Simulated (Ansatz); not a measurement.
**CdInI3 (model cell, started as cubic perovskite with Cd in the octahedra): following an unstable mode**

Wanted: the energy along a soft mode of CdInI3 (model cell, started as cubic perovskite with Cd in the octahedra) and the structure at the end.

Main program and level: Ansatz 0.2.0; DFT PBEsol, scalar-relativistic, plane waves, PAW; PAW set soft_1.

Report form: the programs' logs are mostly left out.

The structure was built from a prototype and need not be the compound's stable phase.

### Step 1. Starting point

It takes space group Pm-3m (No. 221, cubic). Conventional cell: a = 5.778 Å, b = 5.778 Å, c = 5.778 Å, α = 90.00°, β = 90.00°, γ = 90.00°. In has 12 I at 4.09 Å nearest. Cd has 6 I at 2.89 Å nearest. I has 2 Cd at 2.89 Å nearest. Farther neighbours and most contacts between anions are not listed.

### Step 2. Phonons on a q mesh

The cell comes from relaxations at this level that are not shown. Stability and thermal properties need the whole zone. Linear response on a 2×2×2 q mesh gives force constants as far as a supercell of that size would.

File input.yaml:

```yaml
crystal:
  lattice:
    - [5.777575321, 0.0, 0.0]
    - [0.0, 5.777575321, 0.0]
    - [0.0, 0.0, 5.777575321]
  atoms:
    - { symbol: In, position: [0.0, 0.0, 0.0] }
    - { symbol: Cd, position: [0.5, 0.5, 0.5] }
    - { symbol: I, position: [0.5, 0.5, 0.0] }
    - { symbol: I, position: [0.5, 0.0, 0.5] }
    - { symbol: I, position: [0.0, 0.5, 0.5] }
kpoints:
  mp_grid: { grid: [6, 6, 6] }
hamiltonian:
  xc: pbesol
  pseudopotentials: { kind: paw, azcp: { folder: soft_1 }, xc_functional: pbe }
scf:
  occupations: { method: methfessel_paxton, width: 0.2 }
output:
  eigenvalues: true
phonons:
  method: dfpt
  qmesh: [2, 2, 2]
  temperatures: { t_max: 1000, t_step: 50 }
  qpath:
    path:
      - [[0.0, 0.0, 0.0], [0.0, 0.5, 0.0], [0.5, 0.5, 0.0], [0.0, 0.0, 0.0], [0.5, 0.5, 0.5], [0.0, 0.5, 0.0]]
      - [[0.5, 0.5, 0.5], [0.5, 0.5, 0.0]]
    npoints: 10
```

Run with:

```bash
$ ansatz run input.yaml --threads 4 --pin off --max-ram 16384MiB --backend cpu --events-out ev --progress --plain --runs-dir out
```

The job ended after 7 min (4 threads of Arm Neoverse V1, shared host; peak memory 1.8 GiB).

This step gave:

```yaml
volume_per_atom: 38.57 Å³
gap_on_the_k_mesh: 0 eV
sum_rule_residual_before_enforcement: 1.20e-4 eV/Å²
lowest_frequency_on_the_path: -51.03 cm⁻¹
point_group: m-3m
highest_frequency_on_the_path_or_at_a_solved_wavevector: 150.9 cm⁻¹
highest_optical_mode_at_the_zone_centre_no_lo_to_term: 140.4 cm⁻¹
lowest_optical_zone_centre_mode: -51.03 cm⁻¹
lowest_mode_on_the_q_mesh_acoustic_modes_at_gamma_apart: -51.03 cm⁻¹
```

Frequencies (cm⁻¹) solved at each irreducible wavevector; negative means imaginary. Frequencies by wavevector, by row:

```csv
q in reciprocal lattice units,star,mode 1,mode 2,mode 3,mode 4,mode 13,mode 14,mode 15
0 0 0,1,-51,-51,-51,-11.8,140.4,140.4,140.4
0 0 -0.5,3,-44.6,-44.6,-15.9,-15.9,122.4,140.8,140.8
0 -0.5 -0.5,3,-45.6,-45.6,-45,-36,114,137.4,141.2
-0.5 -0.5 -0.5,1,-48.6,-48.6,-48.6,-44.3,117.4,117.4,148.1
```

Interpolated from a 2×2×2 q mesh. Phonon branches along the path, in cm⁻¹:

```csv
point,branch 1,branch 2,branch 3,branch 4,branch 12,branch 13,branch 14,branch 15
Γ,-51,-51,-51,-12,19,140,140,140
halfway,-48,-48,-38,-12,71,137,140,140
X,-45,-45,-16,-16,112,122,141,141
halfway,-45,-41,-38,-36,110,113,141,142
M,-46,-46,-45,-36,114,114,137,141
halfway,-46,-45,-37,-30,78,127,141,144
Γ,-51,-51,-51,-12,19,140,140,140
halfway,-45,-45,-37,-33,83,127,127,150
R,-49,-49,-49,-44,117,117,117,148
halfway,-44,-44,-42,-38,106,114,127,150
X,-45,-45,-16,-16,112,122,141,141
jump to R,-49,-49,-49,-44,117,117,117,148
halfway,-47,-47,-45,-43,116,116,118,149
M,-46,-46,-45,-36,114,114,137,141
```

Symmetry leaves 4 wavevectors to solve. The lowest mode among them, the acoustic zeros apart, lies at Γ and is imaginary, 51.0i cm⁻¹, so the energy falls along it.

### Step 3. The mode frozen in, largest atomic shift 0 Å

The mode followed lies at Γ with frequency 51.0i cm⁻¹ and is 3-fold degenerate, the softest among the wavevectors solved. At small amplitude the distorted cell has space group no. 99 by a symmetry search on the positions. The undistorted cell that holds it gives the zero of energy on the same k mesh.

input.yaml, the sections that differ from step 2:

```yaml
output:
  forces: true
  stress: true
  eigenvalues: true
# crystal, kpoints, hamiltonian, scf: as in step 2
# phonons: removed
```

Run time: 3.6 s. Hardware: 4 threads; peak memory 0.59 GiB; 14 s of CPU time.

Numbers from this step:

```yaml
pressure: 1.77e-4 GPa
energy_from_the_undistorted_cell: 0 meV/atom
```

The run ends at a pressure of 0.00 GPa.

### Step 4. The mode frozen in, largest atomic shift 0.6 Å

The atoms are moved along the unstable eigenvector, the largest shift by 0.6 Å, with the cell fixed.

input.yaml, the sections that differ from step 3:

```yaml
crystal:
  lattice:
    - [5.777575321, 0.0, 0.0]
    - [0.0, 5.777575321, 0.0]
    - [0.0, 0.0, 5.777575321]
  atoms:
    - { symbol: In, position: [0.0, 0.1038497928, 0.0] }
    - { symbol: Cd, position: [0.5, 0.5076545913, 0.5] }
    - { symbol: I, position: [0.5, 0.4536463423, 0.0] }
    - { symbol: I, position: [0.5, -0.0080323097, 0.5] }
    - { symbol: I, position: [0.0, 0.4536463423, 0.5] }
# kpoints, hamiltonian, scf, output: as in step 3
```

It took 10 s on 4 threads; peak memory 0.64 GiB.

This step gave:

```yaml
pressure: 0.4789 GPa
energy_from_the_undistorted_cell: -34.63 meV/atom
```

The energy, extrapolated to zero smearing, is -34.63 meV/atom against the undistorted cell.

The run ends at a pressure of 0.48 GPa, with forces up to 0.17 eV/Å.

### Step 5. Energy along the mode, all amplitudes (two of the runs are shown above)

An imaginary frequency means negative curvature, so the energy should fall and then rise again as anharmonic terms take over.

Numbers from this step:

| Property | Result |
| --- | --- |
| depth at the lowest point sampled | 34.63 meV/atom |
| largest atomic shift at that point | 0.6 Å |

Energy from the parent against largest atomic shift:

```csv
largest atomic shift (Å),energy from the parent (meV/atom)
0.000,0
0.040,-0.255
0.080,-1.02
0.140,-3.06
0.220,-7.27
0.320,-14.3
0.450,-24.7
0.600,-34.6
```

Displacement at unit largest shift by atom:

```csv
atom,x (Å),y (Å),z (Å),size
In1,0.00,1.00,0.00,1.00
Cd2,0.00,0.07,0.00,0.07
I3,0.00,-0.45,0.00,0.45
I4,0.00,-0.08,0.00,0.08
I5,0.00,-0.45,0.00,0.45
```

The lowest of the steps tried is the last one, at 0.6 Å, 34.6 meV/atom below the parent; the bottom of the well need not coincide with a step.

### Step 6. Relaxation from the frozen mode

Starting from the lowest point found, all atoms and the cell are let go, so that strain and other modes of the same symmetry can join in.

input.yaml: that of step 4 with these lines changed.

```diff
@@ -22 +22,6 @@
   eigenvalues: true
+relax:
+  adjacent_minimum: "off"
+  f_tol: 0.002
+  max_steps: 120
+  cell: { stress_tol: 0.03 }
```

Wall time 3.4 min (4 threads); peak memory 0.77 GiB.

The steps of the relaxation:

```csv
step,energy less that of the first step (eV),largest force component (eV/Å),pressure (GPa),volume (Å³)
1,0.0000,0.1700,0.48,192.86
2,-0.0266,0.1183,0.05,197.26
3,-0.0371,0.1238,0.15,199.29
4,-0.0444,0.0795,0.06,200.28
5,-0.0712,0.0768,-0.22,202.66
6,-0.0687,0.6869,-0.22,204.08
7,-0.1002,0.0564,-0.15,202.45
8,-0.1300,0.0167,-0.01,201.74
9,-0.1545,0.0973,0.22,201.00
10,-0.1584,0.0206,0.01,202.57
11,-0.1584,0.0118,0.01,202.88
12,-0.1583,0.0331,-0.02,202.84
13,-0.1584,0.0003,0.00,202.83
14*,-0.1653,0.0046,0.08,202.83
15,-0.1670,0.0026,0.07,203.49
16,-0.1672,0.0016,0.03,204.28
17,-0.1672,0.0012,0.00,204.63
18*,-0.1673,0.0012,0.00,204.63
```

Relaxation steps marked * repeat the geometry before them on a plane-wave basis chosen anew for their cell, so energy and pressure can jump there. Relaxation steps 6, 12 were tried and not accepted.

The run keeps the 8 symmetry operations that it works with, so distortions that break them were not tested.

```csv
cell as run,before,after,change
a (Å),5.778,5.485,-5.1 %
b (Å),5.778,6.803,+17.7 %
c (Å),5.778,5.485,-5.1 %
volume (Å³/atom),38.57,40.93,+6.1 %
```

The atoms that moved most (Å, as changes of fractional coordinates times the final cell):

```csv
atom,dx,dy,dz,length
Cd2,0.000,0.479,0.000,0.479
I5,0.000,-0.243,0.000,0.243
I3,0.000,-0.243,0.000,0.243
In1,0.000,0.106,0.000,0.106
I4,0.000,-0.100,0.000,0.100
```

The relaxed structure:

```xyz
5
Lattice="5.4846 0.0000 0.0000 0.0000 6.8027 0.0000 0.0000 0.0000 5.4846" Properties=species:S:1:pos:R:3 pbc="T T T"
In    0.0000    0.8127    0.0000
Cd    2.7423    3.9329    2.7423
I     2.7423    2.8431    0.0000
I     2.7423   -0.1545    2.7423
I     0.0000    2.8431    2.7423
```

This step gave:

```yaml
pressure: 5.97e-4 GPa
volume_per_atom: 40.93 Å³
```

The distorted start has space group P4mm; the relaxation ends in P4mm.

### Step 7. The new phase in its own primitive cell

The relaxed structure is symmetrised, reduced to its primitive cell and relaxed tightly, as its phonons need.

input.yaml, the sections that differ from step 6:

```yaml
crystal:
  lattice:
    - [5.4846102074, 0.0, 0.0]
    - [0.0, 5.4846102074, 0.0]
    - [0.0, 0.0, 6.8027185946]
  atoms:
    - { symbol: In, position: [0.0, 0.0, 0.8805274376] }
    - { symbol: Cd, position: [0.5, 0.5, 0.4218608441] }
    - { symbol: I, position: [0.5, 0.0, 0.5820686286] }
    - { symbol: I, position: [0.5, 0.5, 0.0227097021] }
    - { symbol: I, position: [0.0, 0.5, 0.5820686286] }
kpoints:
  mp_grid: { grid: [8, 8, 6] }
relax:
  adjacent_minimum: "off"
  f_tol: 0.001
  max_steps: 60
  cell: { stress_tol: 0.01 }
# hamiltonian, scf, output: as in step 6
```

It took 66 s on 4 threads; peak memory 0.84 GiB; 4.3 min of CPU time.

Little changed from the start: no atom moved by 0.005 Å and no cell edge by 0.1 %.

Numbers from this step:

```yaml
pressure: -6.33e-4 GPa
```

The largest force component left is 0.79 meV/Å and the pressure is -0.001 GPa, within the tolerances set. The cell now holds 40.93 Å³/atom.

### Step 8. Modes of the new phase, k-mesh 8×8×6

A relaxed structure may still be a saddle point, so its zone-centre modes are computed. No field response is asked, since the mesh shows no gap.

input.yaml, the sections that differ from step 7:

```yaml
crystal:
  lattice:
    - [5.4842934619, 0.0, 0.0]
    - [0.0, 5.4842934619, 0.0]
    - [0.0, 0.0, 6.8034571245]
  atoms:
    - { symbol: In, position: [0.0, 0.0, 0.8809493127] }
    - { symbol: Cd, position: [0.5, 0.5, 0.421676725] }
    - { symbol: I, position: [0.5, 0.0, 0.5819903143] }
    - { symbol: I, position: [0.5, 0.5, 0.0226285748] }
    - { symbol: I, position: [0.0, 0.5, 0.5819903143] }
output:
  eigenvalues: true
phonons:
  method: dfpt
# kpoints, hamiltonian, scf: as in step 7
# relax: removed
```

It took 4.6 min on 4 threads; peak memory 2.9 GiB.

Numbers from this step:

```
sum-rule residual before enforcement                    : 1.03e-4 eV/Å²
point group                                             : 4mm
highest optical mode at the zone centre (no LO-TO term) : 159.6 cm⁻¹
lowest optical zone-centre mode                         : 7.62 cm⁻¹
```

Patterns of degenerate modes are one choice out of their space. The modes at Γ (shares of kinetic energy by element, %):

```csv
mode,frequency (cm⁻¹),symmetry,In %,Cd %,I %
1,0.0,acoustic,19,18,63
2,0.0,acoustic,19,18,63
3,0.0,acoustic,19,18,63
4,7.6,E,62,3,35
5,7.6,E,62,3,35
6,31.3,E,7,43,50
7,31.3,E,7,43,50
8,52.3,B1,0,0,100
9,59.0,E,11,14,74
10,59.0,E,11,14,74
11,60.3,A1,76,8,15
12,83.4,A1,5,19,77
13,114.6,E,0,22,78
14,114.6,E,0,22,78
15,159.6,A1,0,54,45
```

Displacements in mode 6 (31.3 cm⁻¹), the largest set to 1:
```
In1  0.00 -0.41  0.00
Cd2  0.01  1.00  0.00
I3   0.00  0.44  0.00
I4  -0.01 -0.91  0.00
I5   0.00 -0.03  0.00
```

Displacements in mode 15 (159.6 cm⁻¹), the largest set to 1:
```
In1  0.00  0.00 -0.05
Cd2  0.00  0.00  1.00
I3   0.00  0.00  0.01
I4   0.00  0.00 -0.86
I5   0.00  0.00  0.01
```

Before it was imposed, the acoustic sum rule was missed by 1.0e-4 eV/Å². Small misses are needed for a sound result but don't prove that mesh and cutoff are converged. The lowest optical mode is real, 7.6 cm⁻¹.

### Step 9. Results

```
unstable mode of the parent                                                      : q = (0, 0, 0), 51i cm⁻¹
depth at the lowest point sampled                                                : 34.6 meV/atom
largest atomic shift at that point                                               : 0.6 Å
space group reached (within 0.01 Å)                                              : P4mm
energy gained over the parent (first relaxation, on the mesh of the frozen mode) : 68.2 meV/atom
volume per atom, phase reached                                                   : 40.9 Å³
lowest optical zone-centre mode, phase reached                                   : 7.6 cm⁻¹
highest optical mode at the zone centre (no LO-TO term), phase reached           : 160 cm⁻¹
```

Along this mode the structure falls into P4mm, 68.2 meV/atom below the parent. At the parent's cell the well is 34.63 meV/atom deep on the steps tried, with its lowest point at a shift of 0.6 Å. That is the last step tried, so the steps alone don't bracket the bottom of the well. Relaxing atoms and cell changes the gain by +33.54 meV/atom against the lowest step (energies at zero smearing). The new phase has no imaginary mode at the zone centre of its cell; other wavevectors were not checked. Of the 6 patterns followed to their end from this parent, this one reaches the lowest energy. Each path keeps the symmetry of its pattern, so a lower phase may lie along a pattern not tried. With no gap, or one that is small against the smearing, the frequencies hang on the k mesh and the smearing, most of all near Kohn anomalies. A semilocal functional can close a gap that the real compound would have, so the metallic treatment may be an artefact of the level. An optical mode within 15 cm⁻¹ of zero is at the mercy of small errors in the force constants, and even its sign is uncertain. Spin-orbit coupling is left out, which can matter for the heavy elements here. The PAW files were made for PBE and serve the other functionals too. The starting cell was built on a prototype and not taken from a measurement, so the phase need not exist.

[Logs are printed without paths, hosts, clocks, repeated set-up lines and the standing remarks that a program may print on its own settings, such as how far it seeks lower states.]

[Hosts, paths, dates, database ids (printed as entryN), source tags and the programs' standing remarks are cut or masked in the printed files.]
